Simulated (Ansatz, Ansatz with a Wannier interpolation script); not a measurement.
## Settings in Wannier-interpolated G0W0: BiOBr (P4/nmm)

How do the Wannier model and the GW settings move the interpolated bands of BiOBr (P4/nmm)?

Method: maximally localised Wannier functions, LDA, plane waves, PAW, in Ansatz 0.2.0.

This is a report of a sequence of runs, with most program output left out.

The database entry behind the starting cell differs from later determinations by our own check (0.1 to 0.3 % short, probably kX units), so it need not match the best structure at ambient conditions.

## 1. Set-up

Symmetry: P4/nmm, No. 129, tetragonal system. The conventional cell has a = 3.916 Å, b = 3.916 Å, c = 8.077 Å, α = 90.00°, β = 90.00°, γ = 90.00°. Bi has 4 O at 2.32 Å and 4 Br at 3.18 Å nearest. Nearest to Br lie 4 Bi at 3.18 Å. Nearest to O lie 4 Bi at 2.32 Å. Farther neighbours and most contacts between anions are not listed.

The cell and positions come from the Crystallography Open Database and are kept as given unless a step says otherwise. Spin-orbit coupling is left out unless a step names it. The default PAW set here is soft_2. Its files were made with PBE.

## 2. Wannier model on 8×8×4

Localised functions give a small Hamiltonian that interpolates between mesh points at no cost.

Input file input.yaml:

```yaml
crystal:
  lattice:
    - [3.916, 0.0, 0.0]
    - [0.0, 3.916, 0.0]
    - [0.0, 0.0, 8.077]
  atoms:
    - { symbol: Bi, position: [0.0, 0.5, 0.154] }
    - { symbol: Bi, position: [0.5, 0.0, 0.846] }
    - { symbol: Br, position: [0.0, 0.5, 0.653] }
    - { symbol: Br, position: [0.5, 0.0, 0.347] }
    - { symbol: O, position: [0.0, 0.0, 0.0] }
    - { symbol: O, position: [0.5, 0.5, 0.0] }
kpoints:
  mp_grid: { grid: [4, 4, 2] }
hamiltonian:
  xc: lda
scf:
  occupations: { method: fixed }
  n_extra_bands: 65
output:
  wannier:
    kmesh: [8, 8, 4]
    projections:
      - { species: Bi, l: p, shell: 6 }
      - { species: Br, l: p, shell: 4 }
      - { species: O, l: p, shell: 2 }
    minimise: true
    write_hr: true
    seedname: w
    conv_tol: 1.0e-07
    max_iter: 4000
    disentanglement:
      window: [1.91, 15.33]
      frozen_window: [1.91, 12.33]
      conv_tol: 1.0e-08
```

Launch:

```console
> ansatz run input.yaml --threads 3 --pin off --max-ram 92160MiB --backend cuda --events-out ev --progress --plain --runs-dir out --devices 1 --max-vram 13GiB
```

The job ended after 13 s (1 × NVIDIA H100 80GB HBM3 (shared by 6 runs) with 3 threads of AMD EPYC 7R13 (Zen 3), shared host; peak memory 1.2 GiB; 11 s of CPU time).

This step gave:

* gauge-invariant spread: 33.87 Å²
* diagonal spread: 0.03672 Å²
* off-diagonal spread: 1.256 Å²
* total spread: 35.16 Å²
* least projectability: 0.4783
* localisation steps: 55
* disentanglement steps: 20
* r.m.s. interpolation error: 5.26e-4 eV
* r.m.s. error near the gap: 5.93e-4 eV

Near the gap the model misses directly solved bands by 0.6 meV r.m.s. and by 8 meV at most in the window tested. This tests the starting bands, not the corrections carried with them.

## 3. Wannier model on 4×4×2

input.yaml, as its differences from that of step 2:

```diff
@@ -21,3 +21,3 @@
   wannier:
-    kmesh: [8, 8, 4]
+    kmesh: [4, 4, 2]
     projections:
```

Wall time 7.4 s (1 × NVIDIA H100 80GB HBM3 (shared by 6 runs) with 3 threads); peak memory 0.99 GiB.

Numbers from this step:

| Property | Result |
| --- | --- |
| gauge-invariant spread | 31.08 Å² |
| diagonal spread | 0.05972 Å² |
| off-diagonal spread | 1.444 Å² |
| total spread | 32.58 Å² |
| least projectability | 0.4783 |
| localisation steps | 28 |
| disentanglement steps | 3 |
| r.m.s. interpolation error | 0.008204 eV |
| r.m.s. error near the gap | 0.009122 eV |

Near the gap the model misses directly solved bands by 9.1 meV r.m.s. and by 64 meV at most in the window tested. This tests the starting bands, not the corrections carried with them.

Frozen up to 5.03 eV; above it the model need not follow the bands. The electronic bands at the labelled points (eV, zero at the valence-band top; v1 is the highest filled band, c1 the lowest empty one):

| point | v4 | v3 | v2 | v1 | c1 | c2 | c3 | c4 |
| --- | --- | --- | --- | --- | --- | --- | --- | --- |
| Γ | -1.06 | -0.79 | -0.79 | -0.72 | 2.23 | 3.14 | 4.82 | 4.82 |
| halfway | -0.63 | -0.58 | -0.34 | -0.16 | 3.78 | 4.04 | 4.10 | 4.58 |
| X | -0.55 | -0.55 | -0.16 | -0.16 | 4.22 | 4.22 | 4.75 | 4.75 |
| halfway | -0.97 | -0.97 | -0.97 | -0.97 | 3.91 | 3.91 | 4.82 | 4.82 |
| M | -1.07 | -1.07 | -0.80 | -0.80 | 3.23 | 3.23 | 4.97 | 4.97 |
| halfway | -0.88 | -0.52 | -0.39 | -0.37 | 3.34 | 4.37 | 4.73 | 4.77 |
| Γ | -1.06 | -0.79 | -0.79 | -0.72 | 2.23 | 3.14 | 4.82 | 4.82 |
| halfway | -1.10 | -0.60 | -0.60 | -0.46 | 2.10 | 2.79 | 4.73 | 4.73 |
| Z | -0.99 | -0.47 | -0.47 | -0.17 | 2.04 | 2.32 | 4.64 | 4.64 |
| halfway | -0.93 | -0.52 | -0.42 | -0.26 | 3.58 | 3.83 | 4.66 | 4.69 |
| R | -0.56 | -0.56 | -0.12 | -0.12 | 4.04 | 4.04 | 4.80 | 4.80 |
| halfway | -1.10 | -1.10 | -0.51 | -0.51 | 3.52 | 3.52 | 5.26 | 5.26 |
| A | -1.15 | -1.15 | -1.07 | -1.07 | 3.93 | 3.93 | 5.20 | 5.20 |
| halfway | -1.18 | -1.05 | -0.36 | -0.29 | 3.00 | 4.22 | 4.95 | 5.12 |
| Z | -0.99 | -0.47 | -0.47 | -0.17 | 2.04 | 2.32 | 4.64 | 4.64 |
| jump to X | -0.55 | -0.55 | -0.16 | -0.16 | 4.22 | 4.22 | 4.75 | 4.75 |
| halfway | -0.55 | -0.55 | -0.14 | -0.14 | 4.13 | 4.13 | 4.78 | 4.78 |
| R | -0.56 | -0.56 | -0.12 | -0.12 | 4.04 | 4.04 | 4.80 | 4.80 |
| jump to M | -1.07 | -1.07 | -0.80 | -0.80 | 3.23 | 3.23 | 4.97 | 4.97 |
| halfway | -1.07 | -1.07 | -0.97 | -0.97 | 3.54 | 3.54 | 5.09 | 5.09 |
| A | -1.15 | -1.15 | -1.07 | -1.07 | 3.93 | 3.93 | 5.20 | 5.20 |

The same for Kohn-Sham, solved directly:

| point | v4 | v3 | v2 | v1 | c1 | c2 | c3 | c4 |
| --- | --- | --- | --- | --- | --- | --- | --- | --- |
| Γ | -1.06 | -0.79 | -0.79 | -0.72 | 2.23 | 3.14 | 4.82 | 4.82 |
| X | -0.55 | -0.55 | -0.16 | -0.16 | 4.22 | 4.22 | 4.75 | 4.75 |
| M | -1.07 | -1.07 | -0.80 | -0.80 | 3.23 | 3.23 | 4.97 | 4.97 |
| Γ | -1.06 | -0.79 | -0.79 | -0.72 | 2.23 | 3.14 | 4.82 | 4.82 |
| Z | -0.99 | -0.47 | -0.47 | -0.17 | 2.04 | 2.32 | 4.64 | 4.64 |
| R | -0.56 | -0.56 | -0.12 | -0.12 | 4.04 | 4.04 | 4.80 | 4.80 |
| A | -1.15 | -1.15 | -1.07 | -1.07 | 3.93 | 3.93 | 5.20 | 5.20 |
| Z | -0.99 | -0.47 | -0.47 | -0.17 | 2.04 | 2.32 | 4.64 | 4.64 |
| X | -0.55 | -0.55 | -0.16 | -0.16 | 4.22 | 4.22 | 4.75 | 4.75 |
| R | -0.56 | -0.56 | -0.12 | -0.12 | 4.04 | 4.04 | 4.80 | 4.80 |
| M | -1.07 | -1.07 | -0.80 | -0.80 | 3.23 | 3.23 | 4.97 | 4.97 |
| A | -1.15 | -1.15 | -1.07 | -1.07 | 3.93 | 3.93 | 5.20 | 5.20 |

## 4. A faulty Wannier input

input.yaml, as its differences from that of step 3:

```diff
@@ -30,3 +30,3 @@
     conv_tol: 1.0e-07
-    max_iter: 4000
+    max_iter: 3
     disentanglement:
```

Launch:

```console
> ansatz run input.yaml --threads 3 --pin off --max-ram 92160MiB --backend cpu --events-out ev --progress --plain --runs-dir out
```

Elapsed: 0.13 s, on 3 threads; peak memory 0.1 GiB.

The program refused the input before any cycle.

The program's message: “Error: invalid value for `output.wannier.max_iter`: must be ≥ 5; got 3”

The fault put into this input: too few iterations.

## 5. G0W0: 4×4×2 mesh, 516 empty bands, screening to 150 eV

Now the one-shot GW correction: screening in the RPA, then the self-energy of the levels asked for.

This step: G0W0 on LDA, plane waves, PAW.

input.yaml, the sections that differ from step 4:

```yaml
scf:
  occupations: { method: fixed }
gw:
  n_empty_bands: 516
  ecut_chi: 150.0
  qp_bands: [v12, c5]
  screening: { model: contour_deformation }
# crystal, kpoints, hamiltonian: as in step 4
# output: removed
```

Launch:

```console
> ansatz run input.yaml --threads 3 --pin off --max-ram 92160MiB --backend cuda --events-out ev --progress --plain --runs-dir out --devices 1 --max-vram 13GiB
```

Wall time 35 s (1 × NVIDIA H100 80GB HBM3 (shared by 6 runs) with 3 threads); peak memory 1.6 GiB; 50 s of CPU time.

The G0W0 gap on the mesh is 3.197 eV.

## 6. G0W0: 8×8×4 mesh, 182 empty bands, screening to 75 eV

input.yaml, as its differences from that of step 5:

```diff
@@ -13,3 +13,3 @@
 kpoints:
-  mp_grid: { grid: [4, 4, 2] }
+  mp_grid: { grid: [8, 8, 4] }
 hamiltonian:
@@ -19,4 +19,4 @@
 gw:
-  n_empty_bands: 516
-  ecut_chi: 150.0
+  n_empty_bands: 182
+  ecut_chi: 75
   qp_bands: [v12, c5]
```

It took 2.4 min on 1 × NVIDIA H100 80GB HBM3 (shared by 6 runs) with 3 threads; peak memory 1.8 GiB.

The G0W0 gap on the mesh is 2.880 eV.

## 7. G0W0: 4×4×2 mesh, 240 empty bands, screening to 90 eV, plasmon pole

input.yaml, the sections that differ from step 6:

```yaml
kpoints:
  mp_grid: { grid: [4, 4, 2] }
gw:
  n_empty_bands: 240
  ecut_chi: 90
  qp_bands: [v12, c5]
  screening: { model: godby_needs }
# crystal, hamiltonian, scf: as in step 6
```

The job ended after 31 s (1 × NVIDIA H100 80GB HBM3 (shared by 6 runs) with 3 threads; peak memory 1.4 GiB; 61 s of CPU time).

The G0W0 gap on the mesh is 3.039 eV.

## 8. Interpolated results

Times are wall times on 1 × NVIDIA H100 80GB HBM3 (shared by 6 runs) with 3 threads of AMD EPYC 7R13 (Zen 3), shared host, good to a factor of about two.

| GW mesh | empty bands | cutoff (eV) | frequency | gap on mesh (eV) | gap over zone (eV) | direct gap (eV) | valence width (eV) | GW time |
| --- | --- | --- | --- | --- | --- | --- | --- | --- |
| 4×4×2 | 516 | 150 | contour deformation | 3.197 | 2.987 | 3.428 | 5.139 | 35 s |
| 8×8×4 | 182 | 75 | contour deformation | 2.880 | 2.863 | 3.280 | 5.283 | 2.4 min |
| 4×4×2 | 240 | 90 | plasmon pole | 3.039 | 2.813 | 3.330 | 5.552 | 31 s |

## 9. Outcome

```yaml
4x4x2_mesh_516_empty_bands_screening_to_150_ev: 2.99 eV
8x8x4_mesh_182_empty_bands_screening_to_75_ev: 2.86 eV
4x4x2_mesh_240_empty_bands_screening_to_90_ev_plasmon_pole: 2.81 eV
```

What this shows: The largest change, −0.17 eV in the gap over the zone, comes with 4×4×2 mesh, 240 empty bands, screening to 90 eV, plasmon pole. The first run is a reference, not a converged one, and where a row moves several settings no single cause can be named. Rows on another GW mesh add that mesh's corrections to the bands of the one model. Coarser Wannier mesh (4×4×2): the miss near the gap goes from under 1 (the model on 8×8×4) to 9 meV and the total spread from 35.2 to 32.6 Å². With 8×8×4 mesh, 182 empty bands, screening to 75 eV the gap over the zone moves by −0.12 eV and that on the mesh by −0.32 eV. With 4×4×2 mesh, 240 empty bands, screening to 90 eV, plasmon pole the gap over the zone moves by −0.17 eV and that on the mesh by −0.16 eV. Gaps over the zone and on the mesh differ where an edge lies off the mesh, or where a GW run starts from another density: the starting gap over the zone is 2.039 eV, on the GW meshes it is 2.159 eV and 2.055 eV. The 4×4×2 mesh is coarse for this cell (its supercell is 16 Å along the shortest edge). The RPA ε∞ on it, from the LDA start, is 5.58 and 7.55; such meshes misread the long-range screening, most where the gap is narrow. Where an edge is built on 6p states of lead, bismuth or thallium, scalar-relativistic gaps usually stand too wide, by a few tenths to over one eV. The many-body steps are scalar-relativistic: spin-orbit coupling is not in them.

[Paths, hosts, dates, memory and timing lines, banners, echoed tables and standing remarks are left out of the program output.]

[Logs are printed without paths, hosts, clocks, repeated set-up lines and the standing remarks that a program may print on its own settings, such as how far it seeks lower states.]

[Runs of the session that timed out or met a known fault of the program may be left out.]

[Hosts, paths, dates, database ids (printed as entryN), source tags and the programs' standing remarks are cut or masked in the printed files.]
